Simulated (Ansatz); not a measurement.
# The perfect Au wire of staggered 5-rings, part 2 of 4

Aim: is the Au wire of staggered 5-rings a metal or a semiconductor?

Ansatz 0.2.0; DFT PBE, plane waves, PAW; relaxation of a wire's period (the session's first sound run).

So far. Step 2 (The relaxed wire): The cell's length comes to 4.534 Å with spin left out.

## 3. Bands of the perfect wire

This step: DFT PBE, plane waves, PAW; channels and complex bands of a perfect wire (Ansatz 0.2.0).

At the relaxed period the Bloch states of the perfect wire are found at each energy: those that move forward count the open channels, and those that decay describe how a disturbance dies away inside the wire itself. An energy step of 0.035 eV is under the 0.039 eV that the program asks for its thermal average at 300 K.

input.yaml reads:

```yaml
crystal:
  lattice:
    - [11.704, 0.0, 0.0]
    - [0.0, 11.464, 0.0]
    - [0.0, 0.0, 4.5340791809]
  atoms:
    - { symbol: Au, position: [0.330395803, 0.626030062, 0.0] }
    - { symbol: Au, position: [0.330395803, 0.374001328, 0.0] }
    - { symbol: Au, position: [0.564970156, 0.704312954, 0.0] }
    - { symbol: Au, position: [0.564970156, 0.295718436, 0.0] }
    - { symbol: Au, position: [0.709552604, 0.500015695, 0.0] }
    - { symbol: Au, position: [0.290481417, 0.500015695, 0.5] }
    - { symbol: Au, position: [0.435063866, 0.704312954, 0.5] }
    - { symbol: Au, position: [0.435063866, 0.295718436, 0.5] }
    - { symbol: Au, position: [0.669638219, 0.626030062, 0.5] }
    - { symbol: Au, position: [0.669638219, 0.374001328, 0.5] }
kpoints:
  mp_grid: { grid: [1, 1, 18] }
  band_path: { path: ["Γ", Z], npoints: 50 }
scf:
  occupations: { method: fermi_dirac, width: 0.05 }
hamiltonian:
  xc: pbe
output:
  transmission:
    e_range: [-2, 2]
    de: 0.035
    kmesh: [1, 1]
    reduced_basis: true
    leads: [[0, 0]]
  dos: { e_range: [-5, 4] }
  write_potential: true
  write_density: true
  volumetric_format: npy
  elf: true
```

The run is started by

```sh
ansatz run input.yaml --threads 4 --pin off --max-ram 16384MiB --backend cpu --events-out ev --progress --plain --runs-dir out
```

Numbers of over 12 decimals in the logs are rounded to 6 here.

The program printed:

```text
[...]
Crystal: 10 atoms, lattice volume = 608.359 Å³
Basis set: ecut = 420 eV, 11955 PW (Γ)
Bands: 114, of which v1, the nominal top of the filled ones, is band 95 counted from 1 (94 counted from 0)
Symmetry: 8 space group operations
[...]
k-points: 10 of 18
[...]
SCF iter   1: F=—  HF=-131488.086306 eV  |F-HF|=—  |Δ(HF+E_count)|=         —  Δρ=2.06e-3  dr2=1.19e-1  ethr=1.77e-3  ⟨swp⟩=6.6  Hψ=4477  notcnv=0  defer=37
[...]
SCF iter   7: F=-131488.083718 eV  HF=-131488.083718 eV  |F-HF|=2.14e-8  |Δ(HF+E_count)|=   1.03e-7  Δρ=2.30e-6  dr2=4.41e-8  ethr=5.26e-11  ⟨swp⟩=11.7  Hψ=4258  notcnv=0
SCF 1 converged in 7 iterations: F = -131488.083718 eV  dr2 = 4.41e-8
[...]
NSCF: frozen V_eff on 51 k-points
transmission: 6 of 36 steps passed
transmission: 12 of 36 steps passed
[...]
transmission: 36 of 36 steps passed
WARN: The output density's exchange-correlation potential varies sharply where the density is thin. Do not read a vacuum level from v_tot or v_xc, or from such a field of the output density. On a cell that repeats whose density bears no net charge and no dipole along the vacuum's axis use v_es (v_loc + v_h of the components); under efield.dipole_correction with no amplitude use v_es + v_field, which holds any externa [...]
SCF converged after 7 iterations
Free energy (F): -131488.083718 eV
[...]
Internal energy: -131488.052367 eV  (E = F + TS)
E sigma→0 (E₀):  -131488.068043 eV
Entropy (-TS):   -0.031351 eV (-3.135 meV/atom)
Fermi energy:    1.381477 eV
[...]
--- Band table (eV; the first three rows and the last of 10) ---
  k-point 0: bands = [... 91 lower, 0.3371, 0.9052, 0.9339, 1.3182, 3.2807, 3.3783, 3.3901, 4.6920, ... 15 higher]
  k-point 1: bands = [... 91 lower, 0.3311, 0.9115, 0.9402, 1.2728, 3.3169, 3.4077, 3.4197, 4.3490, ... 15 higher]
  k-point 2: bands = [... 91 lower, 0.3133, 0.9332, 0.9620, 1.1411, 3.4242, 3.4967, 3.5091, 3.6274, ... 15 higher]
  k-point 9: bands = [... 91 lower, 0.4740, 0.7261, 0.7261, 0.7280, 0.7280, 2.9577, 2.9577, 2.9802, ... 15 higher]
--- Transmission ---
  basis      : 1185 plane waves across, 6 finite elements along
  points     : 1, standing for a mesh of 1 x 1
  filling    : by the input's occupations and mesh, since the crystals that have channels conduct as metals do. If one of these is a semiconductor, that mesh has misplaced its level
  energies   : 115 from -2.000000 to 1.990000 eV about the Fermi level, 0.035000 eV apart; the leads are filled to 0.000000 eV, and channels, transmission and decay are at -0.005000 eV
  crystal 0  : Au10, at the sites [0, 0], period 4.5341 Å: whole cells are its period
    offset         : up to 0.0000 Å between an atom of the period and one for which it stands
    filled         : 26.3 meV under the level at which it is neutral
    channels       : 5.000000e0 a spin
    conductance    : 2.9329e14 S/m² at 300 K; may be off by some 0.0 % by where its bands' edges are placed, 1.0 % from the distance to neutral
```

It took 10 min on 4 threads of Arm Neoverse V2, shared host; peak memory 3.6 GiB.

In the SCF lines HF is the Harris–Foulkes energy and dr2 the Hartree energy of the density residual, in eV; the loop may stop once dr2 is under the threshold and the program's other checks hold. Hψ counts applications of the Hamiltonian.

Numbers from this step:

| Property | Result |
| --- | --- |
| energy at zero smearing | -131488.0680 eV |
| channels at the energy nearest the Fermi level, one spin | 5 |
| conductance of the lead as this run defines it | 5.079 G₀ |
| band gap | 0 eV |

Open channels of the lead, one spin against energy, zero at the Fermi level:

| energy (eV) | open channels of the lead, one spin |
| --- | --- |
| -2.000 | 15 |
| -1.790 | 6 |
| -1.615 | 12 |
| -1.405 | 10 |
| -1.195 | 13 |
| -0.985 | 8 |
| -0.810 | 4 |
| -0.600 | 4 |
| -0.390 | 6 |
| -0.215 | 6 |
| -0.005 | 5 |
| 0.205 | 5 |
| 0.415 | 5 |
| 0.590 | 5 |
| 0.800 | 5 |
| 1.010 | 5 |
| 1.185 | 5 |
| 1.395 | 5 |
| 1.605 | 5 |
| 1.815 | 5 |

The slowest values at each energy, most degenerate partners merged, listed up to 1.5 1/Å. Im kz of the slowest decaying states against energy, zero at the Fermi level:

| energy (eV) | decay 1 (Å⁻¹) | decay 2 (Å⁻¹) | decay 3 (Å⁻¹) | decay 4 (Å⁻¹) |
| --- | --- | --- | --- | --- |
| -2.000 | 0.160 | 0.213 | 0.273 | 0.273 |
| -1.790 | 9.8e-4 | 0.147 | 0.166 | 0.171 |
| -1.615 | 0.0381 | 0.0702 | 0.0915 | 0.198 |
| -1.405 | 0.0150 | 0.0175 | 0.0291 | 0.0360 |
| -1.195 | 0.219 | 0.277 | 0.281 | 0.395 |
| -0.985 | 0.130 | 0.132 | 0.238 | 0.305 |
| -0.810 | 0.154 | 0.157 | 0.279 | 0.280 |
| -0.600 | 0.291 | 0.293 | 0.328 | 0.340 |
| -0.390 | 0.368 | 0.369 | 0.387 | 0.388 |
| -0.215 | 0.379 | 0.379 | 0.440 | 0.451 |
| -0.005 | 0.0866 | 0.391 | 0.392 | 0.458 |
| 0.205 | 0.182 | 0.402 | 0.402 | 0.472 |
| 0.415 | 0.239 | 0.412 | 0.412 | 0.482 |
| 0.590 | 0.275 | 0.418 | 0.418 | 0.487 |
| 0.800 | 0.310 | 0.425 | 0.425 | 0.453 |
| 1.010 | 0.340 | 0.382 | 0.431 | 0.431 |
| 1.185 | 0.338 | 0.361 | 0.434 | 0.435 |
| 1.395 | 0.284 | 0.365 | 0.368 | 0.383 |
| 1.605 | 0.217 | 0.288 | 0.292 | 0.402 |
| 1.815 | 0.117 | 0.193 | 0.199 | 0.419 |

Electronic bands along the path, in eV, zero at the Fermi level:

| point | band 92 | band 93 | band 94 | band 95 | band 96 | band 97 | band 98 | band 99 |
| --- | --- | --- | --- | --- | --- | --- | --- | --- |
| Γ | -1.04 | -0.48 | -0.45 | -0.06 | 1.90 | 2.00 | 2.01 | 3.31 |
| halfway | -1.04 | -0.86 | -0.25 | -0.22 | 0.26 | 2.28 | 2.29 | 2.59 |
| Z | -0.91 | -0.66 | -0.66 | -0.65 | -0.65 | 1.58 | 1.58 | 1.60 |

Valence density in the ca plane at fractional y = 0.296, with atoms of Au within 0.2 Å of it. It is the smooth field of the valence electrons, not physical close to the nuclei.

Values in e/Å³, 24 rows by 14 columns, each cell a mean:
```
 0  0  0  0  0  0  0  0  0  0  0  0  0  0
 0  0  0  0  0  0  0  0  0  0  0  0  0  0
 0  0  0  0  0  0  0  0  0  0  0  0  0  0
 0  0  0  0  0  0  0  0  0  0  0  0  0  0
 0  0  0  0  0  0  0  0  0  0  0  0  0  0
 0  0  0  0  0  0  0  0  0  0  0  0  0  0
 0  0  0  0  0  0  1  1  0  0  0  0  0  0
 0  0  0  0  0  1  1  1  1  0  0  0  0  0
 2  1  1  0  0  0  1  1  1  0  0  0  1  2
10  7  3  1  0  0  0  0  0  0  0  1  4  8
13  9  3  1  0  0  0  0  0  0  0  1  5 11
 5  3  1  0  0  1  1  2  1  1  0  1  2  4
 1  1  0  0  1  3  7  8  6  2  1  0  0  1
 0  0  0  0  1  5 11 13  9  3  1  0  0  0
 1  0  0  0  1  2  5  6  4  2  0  0  0  0
 1  1  0  0  0  0  1  1  1  0  0  0  1  1
 1  1  0  0  0  0  0  0  0  0  0  0  1  1
 0  0  0  0  0  0  0  0  0  0  0  0  0  0
 0  0  0  0  0  0  0  0  0  0  0  0  0  0
 0  0  0  0  0  0  0  0  0  0  0  0  0  0
 0  0  0  0  0  0  0  0  0  0  0  0  0  0
 0  0  0  0  0  0  0  0  0  0  0  0  0  0
 0  0  0  0  0  0  0  0  0  0  0  0  0  0
 0  0  0  0  0  0  0  0  0  0  0  0  0  0
```
Columns run along c (4.5 Å), rows up along a (11.7 Å). Atoms in or near the plane, at fractional coordinates: Au at (0.00, 0.56), Au at (0.50, 0.44).

Electrostatic potential energy in the ca plane at fractional y = 0.296, with atoms of Au within 0.2 Å of it. With pseudopotentials it is smooth inside the atoms' cores, unlike the true potential.

Values in eV, 24 rows by 14 columns, each cell a mean:
```
  7   7   7   7   7   7   7   7   7   7   7   7   7   7
  7   7   7   7   7   7   7   7   7   7   7   7   7   7
  7   7   7   7   7   7   7   7   7   7   7   7   7   7
  7   7   7   7   7   7   7   7   7   7   7   7   7   7
  7   7   7   7   7   6   6   6   6   7   7   7   7   7
  7   7   7   6   6   5   4   4   4   5   6   7   7   7
  6   6   6   5   4   1  -3  -4  -2   2   5   6   6   6
  2   3   4   4   2  -4 -13 -16 -10  -1   3   4   4   3
-22 -16  -5   1   2  -2  -9 -11  -6   0   2   0  -9 -19
-46 -44 -28  -4   2   3   1   1   2   3   1 -12 -36 -46
-46 -46 -35  -7   2   3   3   2   3   3   0 -17 -41 -46
-39 -32 -15  -2   0  -7 -16 -18 -13  -3   0  -5 -23 -36
 -6  -3   1   0 -10 -34 -44 -45 -42 -24  -5   1   0  -4
  3   3   3   0 -17 -42 -46 -46 -46 -34  -8   2   4   3
 -3  -1   2   1  -7 -26 -40 -42 -36 -18  -2   2   1  -2
-15  -9  -2   2   2  -1  -6  -8  -4   1   3   1  -4 -12
-12  -7   0   4   5   5   5   5   5   5   5   2  -3 -10
  0   2   4   5   6   7   7   7   7   6   6   5   3   1
  5   5   6   6   7   7   7   7   7   7   7   6   6   5
  7   7   7   7   7   7   7   7   7   7   7   7   7   7
  7   7   7   7   7   7   7   7   7   7   7   7   7   7
  7   7   7   7   7   7   7   7   7   7   7   7   7   7
  7   7   7   7   7   7   7   7   7   7   7   7   7   7
  7   7   7   7   7   7   7   7   7   7   7   7   7   7
```
Columns run along c (4.5 Å; values clipped at the 3rd and 97th percentile), rows up along a (11.7 Å). Atoms in or near the plane, at fractional coordinates: Au at (0.00, 0.56), Au at (0.50, 0.44).

ELF in the ca plane at fractional y = 0.296, with atoms of Au within 0.2 Å of it. It is the smooth field of the valence electrons, not physical close to the nuclei.

Values, 24 rows by 14 columns, each cell a mean:
```
0.00 0.00 0.00 0.00 0.00 0.00 0.00 0.00 0.00 0.00 0.00 0.00 0.00 0.00
0.00 0.00 0.00 0.00 0.00 0.00 0.00 0.01 0.00 0.00 0.00 0.00 0.00 0.00
0.01 0.01 0.01 0.01 0.01 0.02 0.03 0.03 0.03 0.02 0.01 0.01 0.01 0.01
0.01 0.01 0.02 0.03 0.05 0.07 0.08 0.08 0.08 0.06 0.04 0.02 0.02 0.01
0.03 0.03 0.04 0.07 0.11 0.15 0.17 0.18 0.17 0.14 0.10 0.06 0.04 0.03
0.06 0.06 0.08 0.13 0.19 0.24 0.28 0.28 0.27 0.22 0.17 0.11 0.07 0.06
0.14 0.13 0.14 0.18 0.24 0.31 0.36 0.38 0.34 0.28 0.22 0.16 0.14 0.13
0.25 0.23 0.21 0.22 0.25 0.33 0.41 0.43 0.38 0.29 0.24 0.21 0.22 0.24
0.45 0.39 0.29 0.24 0.24 0.28 0.35 0.38 0.32 0.26 0.24 0.25 0.33 0.42
0.64 0.57 0.44 0.28 0.23 0.23 0.24 0.25 0.23 0.23 0.24 0.34 0.50 0.60
0.72 0.62 0.49 0.29 0.23 0.21 0.21 0.21 0.21 0.22 0.23 0.37 0.54 0.66
0.54 0.47 0.35 0.25 0.24 0.30 0.38 0.41 0.35 0.27 0.24 0.28 0.40 0.51
0.30 0.27 0.24 0.24 0.32 0.47 0.58 0.62 0.55 0.41 0.27 0.23 0.25 0.29
0.21 0.21 0.22 0.24 0.37 0.55 0.68 0.73 0.62 0.48 0.31 0.22 0.21 0.21
0.30 0.27 0.24 0.24 0.30 0.43 0.54 0.57 0.51 0.38 0.26 0.24 0.24 0.28
0.42 0.36 0.28 0.24 0.24 0.27 0.33 0.35 0.31 0.25 0.23 0.25 0.31 0.39
0.42 0.38 0.30 0.23 0.19 0.18 0.20 0.20 0.19 0.18 0.20 0.26 0.33 0.40
0.34 0.31 0.27 0.20 0.14 0.11 0.10 0.10 0.10 0.12 0.16 0.23 0.29 0.33
0.24 0.23 0.19 0.14 0.09 0.06 0.05 0.04 0.05 0.07 0.10 0.16 0.21 0.23
0.14 0.13 0.10 0.07 0.04 0.03 0.02 0.02 0.02 0.03 0.05 0.08 0.11 0.13
0.06 0.05 0.04 0.03 0.02 0.01 0.01 0.01 0.01 0.01 0.02 0.03 0.04 0.05
0.02 0.01 0.01 0.01 0.01 0.00 0.00 0.00 0.00 0.00 0.01 0.01 0.01 0.02
0.00 0.00 0.00 0.00 0.00 0.00 0.00 0.00 0.00 0.00 0.00 0.00 0.00 0.00
0.00 0.00 0.00 0.00 0.00 0.00 0.00 0.00 0.00 0.00 0.00 0.00 0.00 0.00
```
Columns run along c (4.5 Å), rows up along a (11.7 Å). Atoms in or near the plane, at fractional coordinates: Au at (0.00, 0.56), Au at (0.50, 0.44).

By hand: the program gives 2.9329 × 10^14 S/m² over the cell's cross-section of 134.17 Å² = 1.342 × 10^-18 m², so one cell conducts 3.935 × 10^-4 S. Divided by G0 = 2e²/h = 7.748 × 10^-5 S this is 5.08 G0, a resistance of 2.54 kΩ.

At the computed energy nearest the Fermi level there are 5 channels a spin, and the thermal average gives 5.08 G₀.

## 4. Levels at the same atoms, level LDA, cutoff 420 eV

This step: DFT LDA, plane waves, PAW; bands of a perfect wire at the PBE geometry (Ansatz 0.2.0).

The atoms stay at the PBE geometry and the functional changes. At fixed atoms LDA and the gradient-corrected functionals usually give like bands; this run checks that. Against the first PBE run of this kind, the mesh along the wire has 14 points against 18.

Edit input.yaml of step 3 so:

```diff
@@ -17,3 +17,3 @@
 kpoints:
-  mp_grid: { grid: [1, 1, 18] }
+  mp_grid: { grid: [1, 1, 14] }
   band_path: { path: ["Γ", Z], npoints: 50 }
@@ -22,14 +22,2 @@
 hamiltonian:
-  xc: pbe
-output:
-  transmission:
-    e_range: [-2, 2]
-    de: 0.035
-    kmesh: [1, 1]
-    reduced_basis: true
-    leads: [[0, 0]]
-  dos: { e_range: [-5, 4] }
-  write_potential: true
-  write_density: true
-  volumetric_format: npy
-  elf: true
+  xc: lda
```

The program printed:

```text
[...]
Crystal: 10 atoms, lattice volume = 608.359 Å³
Basis set: ecut = 420 eV, 11955 PW (Γ)
Bands: 114, of which v1, the nominal top of the filled ones, is band 95 counted from 1 (94 counted from 0)
Symmetry: 8 space group operations
[...]
k-points: 8 of 14
[...]
SCF iter   1: F=—  HF=-128640.757818 eV  |F-HF|=—  |Δ(HF+E_count)|=         —  Δρ=3.80e-3  dr2=1.47e-1  ethr=1.77e-3  ⟨swp⟩=6.8  Hψ=3607  notcnv=0  defer=34
[...]
SCF iter   7: F=-128640.742824 eV  HF=-128640.742824 eV  |F-HF|=5.48e-8  |Δ(HF+E_count)|=   3.02e-7  Δρ=2.26e-6  dr2=6.79e-8  ethr=5.26e-11  ⟨swp⟩=11.9  Hψ=3556  notcnv=0
SCF 1 converged in 7 iterations: F = -128640.742824 eV  dr2 = 6.79e-8
[...]
SCF converged after 7 iterations
Free energy (F): -128640.742824 eV
[...]
Internal energy: -128640.708271 eV  (E = F + TS)
E sigma→0 (E₀):  -128640.725547 eV
Entropy (-TS):   -0.034552 eV (-3.455 meV/atom)
Fermi energy:    1.001233 eV
[...]
--- Band table (eV; the first three rows and the last of 8) ---
  k-point 0: bands = [... 91 lower, -0.0069, 0.5081, 0.5341, 0.9413, 2.8936, 2.9501, 2.9607, 4.2400, ... 15 higher]
  k-point 1: bands = [... 91 lower, -0.0170, 0.5180, 0.5441, 0.8660, 2.9537, 2.9988, 3.0095, 3.7086, ... 15 higher]
  k-point 2: bands = [... 91 lower, -0.0464, 0.5555, 0.5816, 0.6518, 2.7121, 3.1305, 3.1471, 3.1582, ... 15 higher]
  k-point 7: bands = [... 91 lower, 0.1117, 0.3103, 0.3103, 0.3122, 0.3122, 2.5265, 2.5265, 2.5465, ... 15 higher]
```

Run time: 32 s. Hardware: 4 threads; peak memory 2.3 GiB; 2.1 min of CPU time.

This step gave:

```
energy at zero smearing : -128640.7255 eV
```

The electronic bands at the labelled points (eV, zero at the Fermi level):

| point | band 92 | band 93 | band 94 | band 95 | band 96 | band 97 | band 98 | band 99 |
| --- | --- | --- | --- | --- | --- | --- | --- | --- |
| Γ | -1.01 | -0.49 | -0.47 | -0.06 | 1.89 | 1.95 | 1.96 | 3.24 |
| halfway | -1.01 | -0.86 | -0.28 | -0.25 | 0.19 | 2.23 | 2.23 | 2.56 |
| Z | -0.89 | -0.69 | -0.69 | -0.69 | -0.69 | 1.53 | 1.53 | 1.55 |

Bands cross the Fermi level, as under PBE at the relaxed period.

## 5. Another level of theory, level PBEsol, cutoff 420 eV

This step: DFT PBEsol, plane waves, PAW; bands of a perfect wire at the PBE geometry (Ansatz 0.2.0).

The atoms stay at the PBE geometry and the functional changes. At fixed atoms LDA and the gradient-corrected functionals usually give like bands; this run checks that. Against the first PBE run of this kind, the mesh along the wire has 14 points against 18.

Edit input.yaml of step 4 so:

```diff
@@ -22,2 +22,2 @@
 hamiltonian:
-  xc: lda
+  xc: pbesol
```

The program printed:

```text
[...]
Crystal: 10 atoms, lattice volume = 608.359 Å³
Basis set: ecut = 420 eV, 11955 PW (Γ)
Bands: 114, of which v1, the nominal top of the filled ones, is band 95 counted from 1 (94 counted from 0)
Symmetry: 8 space group operations
[...]
k-points: 8 of 14
[...]
--- Band table (eV; the first three rows and the last of 8) ---
  k-point 0: bands = [... 91 lower, 0.2239, 0.7707, 0.7968, 1.1890, 3.1676, 3.2336, 3.2442, 4.4901, ... 15 higher]
  k-point 1: bands = [... 91 lower, 0.2139, 0.7808, 0.8069, 1.1139, 3.2275, 3.2820, 3.2927, 3.9666, ... 15 higher]
  k-point 2: bands = [... 91 lower, 0.1845, 0.8188, 0.8449, 0.9001, 2.9764, 3.4038, 3.4293, 3.4405, ... 15 higher]
  k-point 7: bands = [... 91 lower, 0.3529, 0.5693, 0.5693, 0.5711, 0.5711, 2.7897, 2.7897, 2.8096, ... 15 higher]
[key lines of the parts left out:]
SCF converged after 7 iterations
Free energy (F): -130063.522643 eV
Fermi energy:    1.260904 eV
```

The job ended after 32 s (4 threads; peak memory 2.3 GiB).

Bands cross the Fermi level, as under PBE at the relaxed period.

## 6. Levels at the same atoms, level r2SCAN, cutoff 500 eV

This step: DFT r2SCAN, plane waves, PAW; bands of a perfect wire at the PBE geometry (Ansatz 0.2.0).

The atoms stay at the PBE geometry and the functional changes. r2SCAN also reads the kinetic-energy density; it often gives larger moments and wider gaps than PBE, at a higher cost. Against the first PBE run of this kind, the cutoff is 500 eV against 420 and the mesh along the wire has 14 points against 18.

Edit input.yaml of step 5 so:

```diff
@@ -22,2 +22,2 @@
 hamiltonian:
-  xc: pbesol
+  xc: r2scan
```

The program printed:

```text
[...]
Crystal: 10 atoms, lattice volume = 608.359 Å³
Basis set: ecut = 500 eV, 15439 PW (Γ), exchange–correlation on 360×360×144 points (64 copies of the dense FFT grid, shifted against one another)
Bands: 114, of which v1, the nominal top of the filled ones, is band 95 counted from 1 (94 counted from 0)
Symmetry: 8 space group operations
[...]
k-points: 8 of 14
[...]
--- Band table (eV; the first three rows and the last of 8) ---
  k-point 0: bands = [... 91 lower, 0.0449, 0.7443, 0.7717, 1.1064, 3.3194, 3.3789, 3.3902, 4.8089, ... 15 higher]
  k-point 1: bands = [... 91 lower, 0.0348, 0.7573, 0.7847, 1.0299, 3.3801, 3.4314, 3.4429, 4.2471, ... 15 higher]
  k-point 2: bands = [... 91 lower, 0.0050, 0.8049, 0.8121, 0.8323, 3.1999, 3.5589, 3.5908, 3.6028, ... 15 higher]
  k-point 7: bands = [... 91 lower, 0.2071, 0.5786, 0.5786, 0.5803, 0.5803, 2.9559, 2.9559, 2.9785, ... 15 higher]
[key lines of the parts left out:]
SCF converged after 8 iterations
Free energy (F): -131628.690627 eV
Fermi energy:    1.303990 eV
```

Run time: 59 s. Hardware: 4 threads; peak memory 3.7 GiB; 3.9 min of CPU time.

The electronic bands at the labelled points (eV, zero at the Fermi level):

| point | band 92 | band 93 | band 94 | band 95 | band 96 | band 97 | band 98 | band 99 |
| --- | --- | --- | --- | --- | --- | --- | --- | --- |
| Γ | -1.26 | -0.56 | -0.53 | -0.20 | 2.02 | 2.07 | 2.09 | 3.50 |
| halfway | -1.24 | -1.01 | -0.29 | -0.27 | 0.30 | 2.36 | 2.37 | 2.72 |
| Z | -1.10 | -0.73 | -0.73 | -0.72 | -0.72 | 1.65 | 1.65 | 1.67 |

Bands cross the Fermi level, as under PBE at the relaxed period.

(Continued in part 3 of 4.)

[Logs are printed without paths, hosts, clocks, repeated set-up lines and the standing remarks that a program may print on its own settings, such as how far it seeks lower states.]

[Hosts, paths, dates, database ids (printed as entryN), source tags and the programs' standing remarks are cut or masked in the printed files.]
